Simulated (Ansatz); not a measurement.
# SrNiO3 (cubic perovskite) (Pm-3m): how robust is the cRPA U?

Wanted: the sensitivity and cost of U and J for SrNiO3 (cubic perovskite) (Pm-3m).

Program: Ansatz 0.2.0. Level of theory: constrained RPA on LDA, plane waves, PAW. Results are calculated unless marked as measured.

The structure was built from a prototype and need not be the compound's stable phase.

### Step 1. The starting structure

It takes space group Pm-3m (No. 221, cubic). The conventional cell has a = 3.732 Å, b = 3.732 Å, c = 3.732 Å, α = 90.00°, β = 90.00°, γ = 90.00°. Nearest to Sr lie 12 O at 2.64 Å. Nearest to Ni lie 6 O at 1.87 Å. O has 2 Ni at 1.87 Å and 4 Sr at 2.64 Å nearest. Farther neighbours and most contacts between anions are not listed.

The structure was relaxed with LDA. The structure type comes from a generator and need not be one that this composition takes. The structure was generated from a model, not taken from a measurement. The runs that relaxed it are not among those shown. The program's search for lower electronic states was switched off, so nothing shows that the state found is the lowest. The default PAW set here is soft_2. Its files were made with PBE.

### Step 2. Base: Ni d + anion p, bands v12 to c2, 4×4×4 mesh, medium accuracy

Constrained RPA screens the interaction with every transition except those inside the target bands, which a later many-body model would treat itself.

Contents of input.yaml:

```yaml
crystal:
  lattice:
    - [0.0, -3.73164954, 0.0]
    - [0.0, 0.0, 3.73164954]
    - [-3.73164954, 0.0, 0.0]
  atoms:
    - { symbol: Sr, position: [0.0, 0.0, 0.0] }
    - { symbol: Ni, position: [0.5, 0.5, 0.5] }
    - { symbol: O, position: [0.5, 0.5, 0.0] }
    - { symbol: O, position: [0.5, 0.0, 0.5] }
    - { symbol: O, position: [0.0, 0.5, 0.5] }
kpoints:
  mp_grid: { grid: [6, 6, 6] }
hamiltonian:
  xc: lda
scf:
  occupations: { method: gaussian, width: 0.08 }
  n_extra_bands: 19
  max_iter: 150
  lower_state_search: "off"
output:
  crpa:
    kmesh: [4, 4, 4]
    target_bands: [v12, c2]
    projections: [{ species: Ni, l: d, shell: 3 }, { species: O, l: p, shell: 2 }]
  local_orbitals:
    kmesh: [8, 8, 8]
    orbitals: [{ species: Ni, l: d, shell: 3 }, { species: O, l: p, shell: 2 }]
    window: { bands: [v12, c2] }
    seedname: lo
```

The run is started by

```console
ansatz run input.yaml --threads 4 --pin off --max-ram 9216MiB --backend cpu --events-out ev --progress --plain --runs-dir out
```

Numbers of over 12 decimals in the logs are rounded to 6 here.

The log of the run:

```text
scf.n_extra_bands = 19 over 23 filled bands (N_el = 46.0): the run solves 42 bands
Engine: ansatz 0.2.0, aarch64-unknown-linux-gnu
Pseudopotentials: kind: paw
Pseudopotential: Sr, paw, valence charge 10, recommended cutoff 420 eV (normal), Sr.paw.azcp
Pseudopotential: Ni, paw, valence charge 18, recommended cutoff 420 eV (normal), Ni.paw.azcp
Pseudopotential: O, paw, valence charge 6, recommended cutoff 420 eV (normal), O.paw.azcp
Functional definition: SPW92
  exchange = slater_x
  correlation = pw_c
Crystal: 5 atoms, lattice volume = 51.964 Å³
Basis set: ecut = 420 eV, 1021 PW (Γ)
Bands: 42, of which v1, the nominal top of the filled ones, is band 23 counted from 1 (22 counted from 0)
Symmetry: 48 space group operations
Space group: Pm-3m (ITA 221), of the structure as read, at distance tolerance 3.7e-5 Å
k-points: 20 of 216
Non-local potential: Sr, projectors of the file, l = 0: 3, l = 1: 2, l = 2: 2
Non-local potential: Ni, projectors of the file, l = 0: 3, l = 1: 2, l = 2: 3, l = 3: 1
Non-local potential: O, projectors of the file, l = 0: 2, l = 1: 2, l = 2: 1
PAW form: soft (Blöchl's): semilocal exchange-correlation on the pseudo side does not see the compensation charge
PAW frozen core: Sr, regenerated for the run's functional, and the local potential with it (the file was generated under x = pbe(κ = 0.804, μ = 0.219515), c = pbe(β = 0.066725))
PAW frozen core: Ni, regenerated for the run's functional, and the local potential with it (the file was generated under x = pbe(κ = 0.804, μ = 0.219515), c = pbe(β = 0.066725))
PAW frozen core: O, regenerated for the run's functional, and the local potential with it (the file was generated under x = pbe(κ = 0.804, μ = 0.219515), c = pbe(β = 0.066725))
PAW one-centre angular grid: Sr, 110 points (default); XC on 64 Gauss nodes
PAW one-centre angular grid: Ni, 590 points (default); XC on 64 Gauss nodes
PAW one-centre angular grid: O, 110 points (default); XC on 64 Gauss nodes
Initial density: superposition of atomic densities (neutral atoms: chi_scale 0, normalization atom), corrected by the library's trained network
Initial wavefunctions: pseudopotential atomic-orbital guess
Functional: x = slater, c = lda
SCF iter   1: F=—  HF=-10884.209605 eV  |F-HF|=—  |Δ(HF+E_count)|=         —  Δρ=4.65e-2  dr2=1.02e0  ethr=1.77e-3  ⟨swp⟩=7.0  Hψ=4081  notcnv=0  defer=173
preconditioner: auto → Kerker (q_TF=auto, 2.673 Å⁻¹)  [metal: Δε(μ)=0.033 eV  Ē_g=20.749 eV  σ=0.080 eV  W_gap=0.23  n_scr=18 (ndim 8)  ℏωp=30.9 eV  f_vac=0.000  D(μ)=5.41/eV (n_scr^D=80)]
SCF iter   2: F=—  HF=-10884.135335 eV  |F-HF|=—  |Δ(HF+E_count)|=   7.43e-2  Δρ=2.36e-2  dr2=2.85e-1  ethr=1.77e-3  ⟨swp⟩=1.9  Hψ=1028  notcnv=0  defer=196
[...]
Fermi energy:    10.774766 eV
--- Per-component energies (eV) ---
  E_band       = -406.060608
  E_kinetic    = 1048.828560
  E_local      = -6008.124591  (includes V_loc(G=0)·N_el)
  E_nonlocal   = 988.257667
  E_hartree    = 2389.894289
  E_xc         = -475.664775
  E_vxc        = -553.605928  (∫ρ·V_xc dr)
  E_paw        = -4591.668249  (= ΣΔE_a)
  E_vpaw       = -661.218097  (= ΣTr[D̂ρ^β])
  E_aug_tail   = 0.007284  (compensation charges beyond the density's cutoff)
  E_ewald      = -4236.632608
  E_core_change = 1.019020  (= ΣΔE_core)
  E_smearing   = -0.021521  (= −TS)
  E_closure    = 0.000000  (closes the sum)
  Σ components = -10884.104925   (vs F -10884.104925, Δ=0.00e0)
--- Band table (eV; the first three rows and the last of 20) ---
  k-point 0: bands = [... 19 lower, 9.5046, 9.5937, 9.5937, 10.3264, 10.3264, 10.3264, 16.6440, 16.6440, ... 15 higher]
  k-point 1: bands = [... 19 lower, 9.6030, 9.7302, 9.7302, 10.4122, 10.4122, 10.9561, 17.1672, 17.1898, ... 15 higher]
  k-point 2: bands = [... 19 lower, 9.6056, 9.7376, 9.7376, 10.7409, 10.7409, 11.7397, 18.2778, 18.4216, ... 15 higher]
  k-point 19: bands = [... 19 lower, 10.8267, 10.8625, 10.8625, 10.8625, 14.2393, 14.2393, 18.6099, 18.6099, ... 15 higher]
--- cRPA (band scheme, projected local orbitals): target bands 12..25 (1-based), 14 Wannier function(s), 4×4×4 mesh, 50 bands' worth read of 55 solved, ecut_chi 136.0 eV, v(q+G=0) probe_charge, pair densities all_electron ---
  bands read: the sum over 50 bands ends inside a degenerate multiplet in 1 slot, whose members it reads at an even weight; the widest, k=42: bands 49 to 51 (counted from 1) at 2/3 each
  χ-basis size per q: N_G = 160..196
  window electrons = 24.0000, filled by tetrahedron_uncorrected; constrained ε̄⁻¹(q = 0, 0) head = 0.354294; min gauge Gram eig = 0.7692
  Kanamori averages over each shell's own Wannier functions (sites counted from 0, functions from 1):
  Each shell's averages of U are screened by what lies outside the whole window alone: parameters of one model of all the shells.
    Site 1, 3D, 5 of 5 d orbitals (Wannier functions 1, 2, 3, 4, 5; wannier90's mr 1, 2, 3, 4, 5):
      screened: U = 11.5301 eV, U' = 9.9109 eV, J = 0.8146 eV
      screened, to within: U = 2.6e-2 eV, U' = 2.6e-2 eV, J = 1.4e-3 eV
      bare: V = 27.3160 eV, V' = 25.3802 eV, J = 0.9613 eV
    Site 2, 2P, 3 of 3 p orbitals (Wannier functions 6, 7, 8; wannier90's mr 1, 2, 3):
      screened: U = 7.7797 eV, U' = 6.3337 eV, J = 0.7154 eV
      screened, to within: U = 1.2e-2 eV, U' = 1.2e-2 eV, J = 1.1e-3 eV
      bare: V = 19.0449 eV, V' = 17.2076 eV, J = 0.9085 eV
    Site 3, 2P, 3 of 3 p orbitals (Wannier functions 9, 10, 11; wannier90's mr 1, 2, 3):
      screened: U = 7.7797 eV, U' = 6.3337 eV, J = 0.7154 eV
      screened, to within: U = 1.2e-2 eV, U' = 1.2e-2 eV, J = 1.1e-3 eV
      bare: V = 19.0449 eV, V' = 17.2076 eV, J = 0.9085 eV
    Site 4, 2P, 3 of 3 p orbitals (Wannier functions 12, 13, 14; wannier90's mr 1, 2, 3):
      screened: U = 7.7797 eV, U' = 6.3337 eV, J = 0.7154 eV
      screened, to within: U = 1.2e-2 eV, U' = 1.2e-2 eV, J = 1.1e-3 eV
      bare: V = 19.0449 eV, V' = 17.2076 eV, J = 0.9085 eV
  Hermiticity witness max|P − P†| over intra, direct and exchange elements: 1.07e-14 eV (screened), 1.78e-15 eV (bare)
  Reality witness max|Im| over intra, direct and exchange elements: 1.94e-8 eV (screened), 6.37e-9 eV (bare)
[key lines of the parts left out:]
SCF converged after 8 iterations
Free energy (F): -10884.104925 eV
```

Wall time 3.8 min (4 threads of Arm Neoverse V1, shared host); peak memory 0.65 GiB; 14 min of CPU time.

In the SCF lines HF is the Harris–Foulkes energy and dr2 the Hartree energy of the density residual, in eV; the loop may stop once dr2 is under the threshold and the program's other checks hold. Hψ counts applications of the Hamiltonian.

Numbers from this step:

```yaml
u: 11.53 eV
u_prime_inter_orbital: 9.911 eV
j: 0.8146 eV
bare_v: 27.32 eV
bare_j: 0.9613 eV
stated_bound_on_u: 0.02508 eV
u_over_bare_v: 0.4221
electrons_in_the_window: 24.00
head_of_the_constrained_inverse_dielectric_matrix: 0.3543
least_eigenvalue_of_the_projection_s_overlap: 0.7692
target_functions: 14
bands_in_the_sums: 50
r_m_s_miss_of_the_model_bands: 1.54e-4 eV
width_of_the_target_bands: 10.66 eV
weight_of_the_projected_orbitals_in_the_window: 0.9548
```

On the Ni d shell, screening brings the on-site interaction from 27.3 eV down to U = 11.53 eV.

### Step 3. Changed: 2×2×2 mesh

input.yaml, the sections that differ from step 2:

```yaml
output:
  crpa:
    kmesh: [2, 2, 2]
    target_bands: [v12, c2]
    projections: [{ species: Ni, l: d, shell: 3 }, { species: O, l: p, shell: 2 }]
# crystal, kpoints, hamiltonian, scf: as in step 2
```

The log of the run:

```text
[...]
Crystal: 5 atoms, lattice volume = 51.964 Å³
Basis set: ecut = 420 eV, 1021 PW (Γ)
Bands: 42, of which v1, the nominal top of the filled ones, is band 23 counted from 1 (22 counted from 0)
Symmetry: 48 space group operations
[...]
k-points: 20 of 216
[...]
SCF iter   1: F=—  HF=-10884.209605 eV  |F-HF|=—  |Δ(HF+E_count)|=         —  Δρ=4.65e-2  dr2=1.02e0  ethr=1.77e-3  ⟨swp⟩=7.0  Hψ=4081  notcnv=0  defer=173
[...]
SCF iter   8: F=-10884.104925 eV  HF=-10884.104925 eV  |F-HF|=6.16e-8  |Δ(HF+E_count)|=   1.76e-7  Δρ=9.37e-6  dr2=7.57e-8  ethr=2.17e-10  ⟨swp⟩=10.1  Hψ=4358  notcnv=0
SCF 1 converged in 8 iterations: F = -10884.104925 eV  dr2 = 7.57e-8
[...]
NSCF: frozen V_eff on 4 k-points
[...]
cRPA screening: q 1/8
cRPA screening: q 2/8
cRPA screening: q 5/8 (q-point 4)
cRPA screening: q 8/8
SCF converged after 8 iterations
Free energy (F): -10884.104925 eV
[...]
χ-basis size per q: N_G = 160..196
[...]
screened: U = 11.5361 eV, U' = 9.9105 eV, J = 0.8141 eV
      screened, to within: U = 2.1e-2 eV, U' = 2.0e-2 eV, J = 1.4e-3 eV
      bare: V = 27.3905 eV, V' = 25.4530 eV, J = 0.9625 eV
    Site 2, 2P, 3 of 3 p orbitals (Wannier functions 6, 7, 8; wannier90's mr 1, 2, 3):
      screened: U = 7.8038 eV, U' = 6.3468 eV, J = 0.7197 eV
      screened, to within: U = 9.5e-3 eV, U' = 9.5e-3 eV, J = 1.1e-3 eV
      bare: V = 19.2348 eV, V' = 17.3876 eV, J = 0.9118 eV
    Site 3, 2P, 3 of 3 p orbitals (Wannier functions 9, 10, 11; wannier90's mr 1, 2, 3):
      screened: U = 7.8038 eV, U' = 6.3468 eV, J = 0.7197 eV
      screened, to within: U = 9.5e-3 eV, U' = 9.5e-3 eV, J = 1.1e-3 eV
      bare: V = 19.2348 eV, V' = 17.3876 eV, J = 0.9118 eV
    Site 4, 2P, 3 of 3 p orbitals (Wannier functions 12, 13, 14; wannier90's mr 1, 2, 3):
      screened: U = 7.8038 eV, U' = 6.3468 eV, J = 0.7197 eV
      screened, to within: U = 9.5e-3 eV, U' = 9.5e-3 eV, J = 1.1e-3 eV
      bare: V = 19.2348 eV, V' = 17.3876 eV, J = 0.9118 eV
[...]
[key lines of the parts left out:]
Fermi energy:    10.774766 eV
```

It took 19 s on 4 threads; peak memory 0.55 GiB; 64 s of CPU time.

Numbers from this step:

```
U                                                 : 11.54 eV
U prime (inter-orbital)                           : 9.910 eV
J                                                 : 0.8141 eV
bare V                                            : 27.39 eV
bare J                                            : 0.9625 eV
stated bound on U                                 : 0.02000 eV
U over bare V                                     : 0.4212
electrons in the window                           : 24.00
head of the constrained inverse dielectric matrix : 0.3367
least eigenvalue of the projection's overlap      : 0.7692
target functions                                  : 14
bands in the sums                                 : 50
width of the target bands                         : 10.66 eV
weight of the projected orbitals in the window    : 0.9548
```

On the Ni d shell, screening brings the on-site interaction from 27.4 eV down to U = 11.54 eV.

### Step 4. Changed: sums over states on smooth products

input.yaml: that of step 3 with these lines changed.

```diff
@@ -22,4 +22,8 @@
   crpa:
-    kmesh: [2, 2, 2]
+    kmesh: [4, 4, 4]
     target_bands: [v12, c2]
     projections: [{ species: Ni, l: d, shell: 3 }, { species: O, l: p, shell: 2 }]
+    accuracy: sum_over_states
+    pair_densities: pseudo
+    n_empty_bands: 46
+    ecut_chi: 136
```

The log of the run:

```text
[...]
Crystal: 5 atoms, lattice volume = 51.964 Å³
Basis set: ecut = 420 eV, 1021 PW (Γ)
Bands: 42, of which v1, the nominal top of the filled ones, is band 23 counted from 1 (22 counted from 0)
Symmetry: 48 space group operations
[...]
k-points: 20 of 216
[...]
screened: U = 8.1000 eV, U' = 6.4025 eV, J = 0.8415 eV
      bare: V = 19.0449 eV, V' = 17.2076 eV, J = 0.9085 eV
    Site 3, 2P, 3 of 3 p orbitals (Wannier functions 9, 10, 11; wannier90's mr 1, 2, 3):
      screened: U = 8.1000 eV, U' = 6.4025 eV, J = 0.8415 eV
      bare: V = 19.0449 eV, V' = 17.2076 eV, J = 0.9085 eV
    Site 4, 2P, 3 of 3 p orbitals (Wannier functions 12, 13, 14; wannier90's mr 1, 2, 3):
      screened: U = 8.1000 eV, U' = 6.4025 eV, J = 0.8415 eV
      bare: V = 19.0449 eV, V' = 17.2076 eV, J = 0.9085 eV
[...]
[key lines of the parts left out:]
SCF converged after 8 iterations
Free energy (F): -10884.104925 eV
Fermi energy:    10.774766 eV
```

Run time: 11 s. Hardware: 4 threads; peak memory 0.51 GiB; 41 s of CPU time.

This variant gives U = 12.73 eV against 11.53 eV. It is a finite sum over empty states with no bound on its error and stays out of the table below.

### Step 5. Changed: accuracy low

input.yaml: that of step 4 with these lines changed.

```diff
@@ -25,5 +25,2 @@
     projections: [{ species: Ni, l: d, shell: 3 }, { species: O, l: p, shell: 2 }]
-    accuracy: sum_over_states
-    pair_densities: pseudo
-    n_empty_bands: 46
-    ecut_chi: 136
+    accuracy: low
```

The log of the run:

```text
[...]
Crystal: 5 atoms, lattice volume = 51.964 Å³
Basis set: ecut = 420 eV, 1021 PW (Γ)
Bands: 42, of which v1, the nominal top of the filled ones, is band 23 counted from 1 (22 counted from 0)
Symmetry: 48 space group operations
[...]
k-points: 20 of 216
[...]
screened: U = 7.7738 eV, U' = 6.3289 eV, J = 0.7149 eV
      screened, to within: U = 8.3e-2 eV, U' = 8.3e-2 eV, J = 1.1e-2 eV
      bare: V = 19.0449 eV, V' = 17.2076 eV, J = 0.9085 eV
    Site 4, 2P, 3 of 3 p orbitals (Wannier functions 12, 13, 14; wannier90's mr 1, 2, 3):
      screened: U = 7.7738 eV, U' = 6.3289 eV, J = 0.7149 eV
      screened, to within: U = 8.3e-2 eV, U' = 8.3e-2 eV, J = 1.1e-2 eV
      bare: V = 19.0449 eV, V' = 17.2076 eV, J = 0.9085 eV
[...]
[key lines of the parts left out:]
SCF converged after 8 iterations
Free energy (F): -10884.104925 eV
Fermi energy:    10.774766 eV
```

The job ended after 3.1 min (4 threads; peak memory 0.6 GiB; 12 min of CPU time).

Numbers from this step:

```yaml
u: 11.50 eV
u_prime_inter_orbital: 9.882 eV
j: 0.8138 eV
bare_v: 27.32 eV
bare_j: 0.9613 eV
stated_bound_on_u: 0.1780 eV
u_over_bare_v: 0.4210
electrons_in_the_window: 24.00
head_of_the_constrained_inverse_dielectric_matrix: 0.3543
least_eigenvalue_of_the_projection_s_overlap: 0.7692
target_functions: 14
bands_in_the_sums: 50
width_of_the_target_bands: 10.66 eV
weight_of_the_projected_orbitals_in_the_window: 0.9548
```

On the Ni d shell, screening brings the on-site interaction from 27.3 eV down to U = 11.50 eV.

### Step 6. Changed: orbitals of another atom

input.yaml: that of step 5 with these lines changed.

```diff
@@ -24,3 +24,2 @@
     target_bands: [v12, c2]
-    projections: [{ species: Ni, l: d, shell: 3 }, { species: O, l: p, shell: 2 }]
-    accuracy: low
+    projections: [{ species: O, l: p }]
```

The log of the run:

```text
Error: invalid value for `output.crpa.projections`: 9 orbital(s) selected but the target window spans 14 band(s); name one orbital per band of it
```

It took 0.12 s on 4 threads; peak memory 0.09 GiB.

The program refused the input before any cycle.

The program's message: “Error: invalid value for `output.crpa.projections`: 9 orbital(s) selected but the target window spans 14 band(s); name one orbital per band of it”

The fault put into this input: trial orbitals that do not match the target bands.

[end of part 1 of 2]

[Paths, hosts, dates, memory and timing lines, banners, echoed tables and standing remarks are left out of the program output.]

[Logs are printed without paths, hosts, clocks, repeated set-up lines and the standing remarks that a program may print on its own settings, such as how far it seeks lower states.]

[Runs of the session that timed out or met a known fault of the program may be left out.]

[Hosts, paths, dates, database ids (printed as entryN), source tags and the programs' standing remarks are cut or masked in the printed files.]
